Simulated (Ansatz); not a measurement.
# What Hf (model cell, started as body-centred cubic) distorts into

Wanted: the energy along a soft mode of Hf (model cell, started as body-centred cubic) and the structure at the end.

Main program and level: Ansatz 0.2.0; DFT LDA, scalar-relativistic, plane waves, PAW; PAW set soft_1.

This is a report of a sequence of runs, with most program output left out.

This is not the structure that Hf takes at ambient pressure and room temperature (hexagonal, No. 194); it is a model or a phase of other conditions.

## 1. Set-up

It takes space group Im-3m (No. 229, cubic). The conventional cell has a = 3.442 Å, b = 3.442 Å, c = 3.442 Å, α = 90.00°, β = 90.00°, γ = 90.00°. Nearest to Hf lie 8 Hf at 2.98 Å.

## 2. Response at finite wavevector

The cell comes from relaxations at this level that are not shown. Stability and thermal properties need the whole zone. Linear response on a 4×4×4 q mesh gives force constants as far as a supercell of that size would.

File input.yaml:

```yaml
crystal:
  lattice:
    - [-1.7209589871, 1.7209589871, 1.7209589871]
    - [1.7209589871, -1.7209589871, 1.7209589871]
    - [1.7209589871, 1.7209589871, -1.7209589871]
  atoms:
    - { symbol: Hf, position: [0.0, 0.0, 0.0] }
kpoints:
  mp_grid: { grid: [16, 16, 16] }
hamiltonian:
  xc: lda
  pseudopotentials: { kind: paw, azcp: { folder: soft_1 }, xc_functional: pbe }
scf:
  occupations: { method: methfessel_paxton, width: 0.2 }
output:
  eigenvalues: true
phonons:
  method: dfpt
  qmesh: [4, 4, 4]
  temperatures: { t_max: 1000, t_step: 50 }
  qpath:
    path:
      - [[0.0, 0.0, 0.0], [0.5, -0.5, 0.5], [0.0, 0.0, 0.5], [0.0, 0.0, 0.0], [0.25, 0.25, 0.25], [0.5, -0.5, 0.5]]
      - [[0.25, 0.25, 0.25], [0.0, 0.0, 0.5]]
    npoints: 10
```

On the command line:

```console
$ ansatz run input.yaml --threads 4 --pin off --max-ram 16384MiB --backend cpu --events-out ev --progress --plain --runs-dir out
```

The job ended after 2.8 min (4 threads of Intel Xeon Platinum 8259CL at 2.50GHz (Skylake/Cascade Lake), shared host; peak memory 3.8 GiB; 10 min of CPU time).

This step gave:

| Property | Result |
| --- | --- |
| volume per atom | 20.39 Å³ |
| gap on the k-mesh | 0 eV |
| sum-rule residual before enforcement | 3.78e-6 eV/Å² |
| lowest frequency on the path | -83.18 cm⁻¹ |
| highest frequency on the path or at a solved wavevector | 140.3 cm⁻¹ |
| lowest mode on the q mesh (acoustic modes at Γ apart) | -83 cm⁻¹ |

Frequencies (cm⁻¹) solved at each irreducible wavevector; negative means imaginary. Frequencies by wavevector, by row:

```csv
q in reciprocal lattice units,star,mode 1,mode 2,mode 3
0 0 0,1,0,0,0
0 0 0.25,12,-42.4,54.6,96.2
0 0 -0.5,6,-83,86.4,93.1
0 0.25 0.25,24,-51.8,59.2,111.9
0.25 0.25 0.25,2,-9.5,-9.5,-9.5
0.25 0.25 -0.25,6,74.4,90,90
0.25 -0.5 -0.5,12,97.4,117.4,120.5
-0.5 -0.5 -0.5,1,140.3,140.3,140.3
```

Interpolated from a 4×4×4 q mesh. The phonon branches at the labelled points (cm⁻¹):

```csv
point,branch 1,branch 2,branch 3
Γ,0,0,0
halfway,74,90,90
H,140,140,140
halfway,97,117,120
N,-83,86,93
halfway,-42,55,96
Γ,0,0,0
halfway,-40,-40,120
P,-10,-10,-10
halfway,76,110,110
H,140,140,140
jump to P,-10,-10,-10
halfway,-80,68,89
N,-83,86,93
```

Symmetry leaves 8 wavevectors to solve. The lowest mode among them, the acoustic zeros apart, lies at q = (0, 0, -0.5) and is imaginary, 83.0i cm⁻¹, so the energy falls along it.

## 3. The mode frozen in, largest atomic shift 0 Å

The mode followed lies at q = (0, 0.25, 0.25) with frequency 51.8i cm⁻¹, one of the unstable modes though not the softest. At small amplitude the distorted cell has space group no. 11 by a symmetry search on the positions. The undistorted cell that holds it gives the zero of energy on the same k mesh.

System of this step: Hf (model cell, started as body-centred cubic). Symmetry: Im-3m, No. 229, cubic system. Conventional cell: a = 3.442 Å, b = 3.442 Å, c = 3.442 Å, α = 90.00°, β = 90.00°, γ = 90.00°. Nearest to Hf lie 8 Hf at 2.98 Å.

input.yaml, the sections that differ from step 2:

```yaml
crystal:
  lattice:
    - [-1.7209589871, 1.7209589871, 1.7209589871]
    - [0.0, -3.4419179742, 3.4419179742]
    - [5.1628769613, 1.7209589871, 1.7209589871]
  atoms:
    - { symbol: Hf, position: [0.0, 0.0, 0.0] }
    - { symbol: Hf, position: [0.75, 0.5, 0.25] }
    - { symbol: Hf, position: [0.5, 0.0, 0.5] }
    - { symbol: Hf, position: [0.25, 0.5, 0.75] }
kpoints:
  mp_grid: { grid: [14, 10, 8] }
output:
  forces: true
  stress: true
  eigenvalues: true
# hamiltonian, scf: as in step 2
# phonons: removed
```

The job ended after 31 s (4 threads; peak memory 1.4 GiB; 2 min of CPU time).

Numbers from this step:

```
pressure                         : 0.01648 GPa
energy from the undistorted cell : 0 meV/atom
```

The run ends at a pressure of 0.02 GPa.

## 4. The mode frozen in, largest atomic shift 0.22 Å

The atoms are moved along the unstable eigenvector, the largest shift by 0.22 Å, with the cell fixed.

input.yaml, the sections that differ from step 3:

```yaml
crystal:
  lattice:
    - [-1.7209589871, 1.7209589871, 1.7209589871]
    - [0.0, -3.4419179742, 3.4419179742]
    - [5.1628769613, 1.7209589871, 1.7209589871]
  atoms:
    - { symbol: Hf, position: [0.0663017894, 0.0, -0.0119468254] }
    - { symbol: Hf, position: [0.6836982106, 0.5, 0.2619468254] }
    - { symbol: Hf, position: [0.4336982106, 0.0, 0.5119468254] }
    - { symbol: Hf, position: [0.3163017894, 0.5, 0.7380531746] }
# kpoints, hamiltonian, scf, output: as in step 3
```

Run time: 35 s. Hardware: 4 threads; peak memory 1.4 GiB; 2.3 min of CPU time.

Numbers from this step:

```yaml
pressure: 1.481 GPa
energy_from_the_undistorted_cell: -20.91 meV/atom
```

The energy, extrapolated to zero smearing, is -20.91 meV/atom against the undistorted cell.

The run ends at a pressure of 1.48 GPa, with forces up to 0.45 eV/Å.

## 5. Energy along the mode, all amplitudes (two of the runs are shown above)

An imaginary frequency means negative curvature, so the energy should fall and then rise again as anharmonic terms take over.

This step gave:

```
depth at the lowest point sampled  : 20.91 meV/atom
largest atomic shift at that point : 0.22 Å
```

The energy from the parent by largest atomic shift:

```csv
largest atomic shift (Å),energy from the parent (meV/atom)
0.000,0
0.040,-1.27
0.080,-4.81
0.140,-13.0
0.220,-20.9
0.320,1.72
0.450,98.5
```

Displacement at unit largest shift by atom:

```csv
atom,x (Å),y (Å),z (Å),size
Hf1,-0.799,0.425,0.425,1.000
Hf2,0.799,-0.425,-0.425,1.000
Hf3,0.799,-0.425,-0.425,1.000
Hf4,-0.799,0.425,0.425,1.000
```

The lowest of the steps tried is at 0.22 Å, 20.9 meV/atom below the parent; the bottom of the well need not coincide with a step.

## 6. Relaxation from the frozen mode

Starting from the lowest point found, all atoms and the cell are let go, so that strain and other modes of the same symmetry can join in.

Edit input.yaml of step 4 so:

```diff
@@ -21 +21,6 @@
   eigenvalues: true
+relax:
+  adjacent_minimum: "off"
+  f_tol: 0.002
+  max_steps: 120
+  cell: { stress_tol: 0.03 }
```

Wall time 4.2 min (4 threads); peak memory 1.5 GiB; 17 min of CPU time.

Step by step:

```csv
step,energy less that of the first step (eV),largest force component (eV/Å),pressure (GPa),volume (Å³)
1,0.0000,0.4215,1.48,81.55
2,-0.1580,0.5969,-2.18,84.02
3,-0.3220,0.2458,2.67,81.02
4,-0.3576,0.0879,2.09,81.49
5,-0.3682,0.0278,0.17,82.70
6,-0.3684,0.0248,0.02,82.81
7,-0.3686,0.0043,0.01,82.82
8,-0.3686,0.0010,0.00,82.83
9*,-0.3692,0.0010,0.00,82.83
```

Relaxation steps marked * repeat the geometry before them on a plane-wave basis chosen anew for their cell, so energy and pressure can jump there.

Forces are held to the 4 operations that the run works with; a distortion that breaks them can't arise in this run.

```csv
cell as run,before,after,change
a (Å),2.981,3.045,+2.1 %
b (Å),4.868,4.783,-1.7 %
c (Å),5.708,5.887,+3.1 %
β (°),100.02,104.95,+4.9 %
volume (Å³/atom),20.39,20.71,+1.6 %
```

The atoms that moved most (Å, as changes of fractional coordinates times the final cell):

```csv
atom,dx,dy,dz,length
Hf3,0.124,-0.247,-0.247,0.370
Hf4,-0.124,0.247,0.247,0.370
Hf2,0.001,0.027,0.027,0.038
Hf1,-0.001,-0.027,-0.027,0.038
```

The relaxed structure:

```xyz
4
Lattice="-1.8656 1.7013 1.7013 0.0000 -3.3823 3.3823 5.4254 1.6156 1.6156" Properties=species:S:1:pos:R:3 pbc="T T T"
Hf   -0.1897    0.0664    0.0664
Hf    0.1468   -0.0777    3.3046
Hf    2.0928    1.3185    1.3185
Hf    3.2897    0.2859    3.6682
```

This step gave:

| Property | Result |
| --- | --- |
| pressure | 0.003601 GPa |
| volume per atom | 20.71 Å³ |

The distorted start has space group P2_1/m; the relaxation ends in Cmcm.

## 7. The new phase in its own primitive cell

The relaxed structure is symmetrised, reduced to its primitive cell and relaxed tightly, as its phonons need.

input.yaml, the sections that differ from step 6:

```yaml
crystal:
  lattice:
    - [1.5223073412, -5.6875147061, 0.0]
    - [1.5223073412, 5.6875147061, 0.0]
    - [0.0, 0.0, 4.7832927156]
  atoms:
    - { symbol: Hf, position: [0.8207071354, 0.1792928646, 0.75] }
    - { symbol: Hf, position: [0.1792928646, 0.8207071354, 0.25] }
    - { symbol: Hf, position: [0.5667534504, 0.4332465496, 0.75] }
    - { symbol: Hf, position: [0.4332465496, 0.5667534504, 0.25] }
kpoints:
  mp_grid: { grid: [14, 14, 10] }
relax:
  adjacent_minimum: "off"
  f_tol: 0.001
  max_steps: 60
  cell: { stress_tol: 0.01 }
# hamiltonian, scf, output: as in step 6
```

The job ended after 1.7 min (4 threads; peak memory 1.5 GiB; 6.8 min of CPU time).

Little changed from the start: no atom moved by 0.005 Å and no cell edge by 0.1 %.

Numbers from this step:

```
pressure : 0.005954 GPa
```

The largest force component left is 0.84 meV/Å and the pressure is 0.006 GPa, within the tolerances set. The cell now holds 20.71 Å³/atom.

## 8. Modes of the new phase, k-mesh 14×14×10

A relaxed structure may still be a saddle point, so its zone-centre modes are computed. No field response is asked, since the mesh shows no gap.

input.yaml, the sections that differ from step 7:

```yaml
crystal:
  lattice:
    - [1.5224006796, -5.6888289679, 0.0]
    - [1.5224006796, 5.6888289679, 0.0]
    - [0.0, 0.0, 4.7816557706]
  atoms:
    - { symbol: Hf, position: [0.8205672059, 0.1794327941, 0.75] }
    - { symbol: Hf, position: [0.1794327941, 0.8205672059, 0.25] }
    - { symbol: Hf, position: [0.56667582, 0.43332418, 0.75] }
    - { symbol: Hf, position: [0.43332418, 0.56667582, 0.25] }
output:
  eigenvalues: true
phonons:
  method: dfpt
# kpoints, hamiltonian, scf: as in step 7
# relax: removed
```

It took 6.6 min on 4 threads; peak memory 5 GiB.

Numbers from this step:

- sum-rule residual before enforcement: 2.61e-4 eV/Å²
- point group: mmm
- highest optical mode at the zone centre (no LO-TO term): 131.2 cm⁻¹
- lowest optical zone-centre mode: 49.8 cm⁻¹

Patterns of degenerate modes are one choice out of their space. Modes at Γ:

```csv
mode,frequency (cm⁻¹),symmetry
1,0.0,acoustic
2,0.0,acoustic
3,0.0,acoustic
4,49.8,B1g
5,66.9,B3g
6,84.6,Ag
7,86.0,B1u
8,91.7,B3u
9,98.7,B1g
10,121.9,B3g
11,127.6,Ag
12,131.2,B2u
```

Displacements in mode 4 (49.8 cm⁻¹), the largest set to 1:
```
Hf1 -0.76  0.00  0.00
Hf2  0.76  0.00  0.00
Hf3  1.00  0.00  0.00
Hf4 -1.00  0.00  0.00
```

Displacements in mode 12 (131.2 cm⁻¹), the largest set to 1:
```
Hf1  0.00  1.00  0.00
Hf2  0.00  1.00  0.00
Hf3  0.00 -1.00  0.00
Hf4  0.00 -1.00  0.00
```

Before it was imposed, the acoustic sum rule was missed by 2.6e-4 eV/Å². Small misses are needed for a sound result but don't prove that mesh and cutoff are converged. The lowest optical mode is real, 49.8 cm⁻¹.

## 9. The phases reached

The phases reached along the modes that were followed are set side by side.

Energies are those of the first relaxation, on the mesh of the frozen mode; space group, volume and gap are those of the last relaxation. Phases, by row:

```csv
mode frozen in,space group,energy from parent (meV/atom),volume (Å³/atom),gap on mesh (eV),lowest zone-centre optical mode (cm⁻¹),largest shift (Å)
parent,Im-3m,0,20.39,0,–,–
"q = (0, 0, -0.5), 83i cm⁻¹",P6_3/mmc,-144.9,20.83,0,72.9,0.45
"q = (0, 0.25, 0.25), 52i cm⁻¹",Cmcm,-112.9,20.71,0,49.8,0.574
```

## 10. Outcome

```json
{
  "unstable mode of the parent": "q = (0, 0.25, 0.25), 52i cm⁻¹",
  "depth at the lowest point sampled": "20.9 meV/atom",
  "largest atomic shift at that point": "0.22 Å",
  "space group reached (within 0.01 Å)": "Cmcm",
  "energy gained over the parent (first relaxation, on the mesh of the frozen mode)": "113 meV/atom",
  "volume per atom, phase reached": "20.7 Å³",
  "lowest optical zone-centre mode, phase reached": "49.8 cm⁻¹",
  "highest optical mode at the zone centre (no LO-TO term), phase reached": "131 cm⁻¹"
}
```

In words: Along this mode the structure falls into Cmcm, 113 meV/atom below the parent. At the parent's cell the well is 20.91 meV/atom deep on the steps tried, with its lowest point at a shift of 0.22 Å. Relaxing atoms and cell changes the gain by +91.97 meV/atom against the lowest step (energies at zero smearing). Most of the total comes from this relaxation. The new phase has no imaginary mode at the zone centre of its cell; other wavevectors were not checked. Of the 2 patterns followed to their end from this parent, this one ends 32.0 meV/atom above the lowest, P6_3/mmc. Each path keeps the symmetry of its pattern, so a lower phase may lie along a pattern not tried. With no gap, or one that is small against the smearing, the frequencies hang on the k mesh and the smearing, most of all near Kohn anomalies. Spin-orbit coupling is left out, which can matter for the heavy elements here. The PAW files were made for PBE and serve the other functionals too. The starting cell was built on a prototype and not taken from a measurement, so the phase need not exist.

[Logs are printed without paths, hosts, clocks, repeated set-up lines and the standing remarks that a program may print on its own settings, such as how far it seeks lower states.]

[Hosts, paths, dates, database ids (printed as entryN), source tags and the programs' standing remarks are cut or masked in the printed files.]
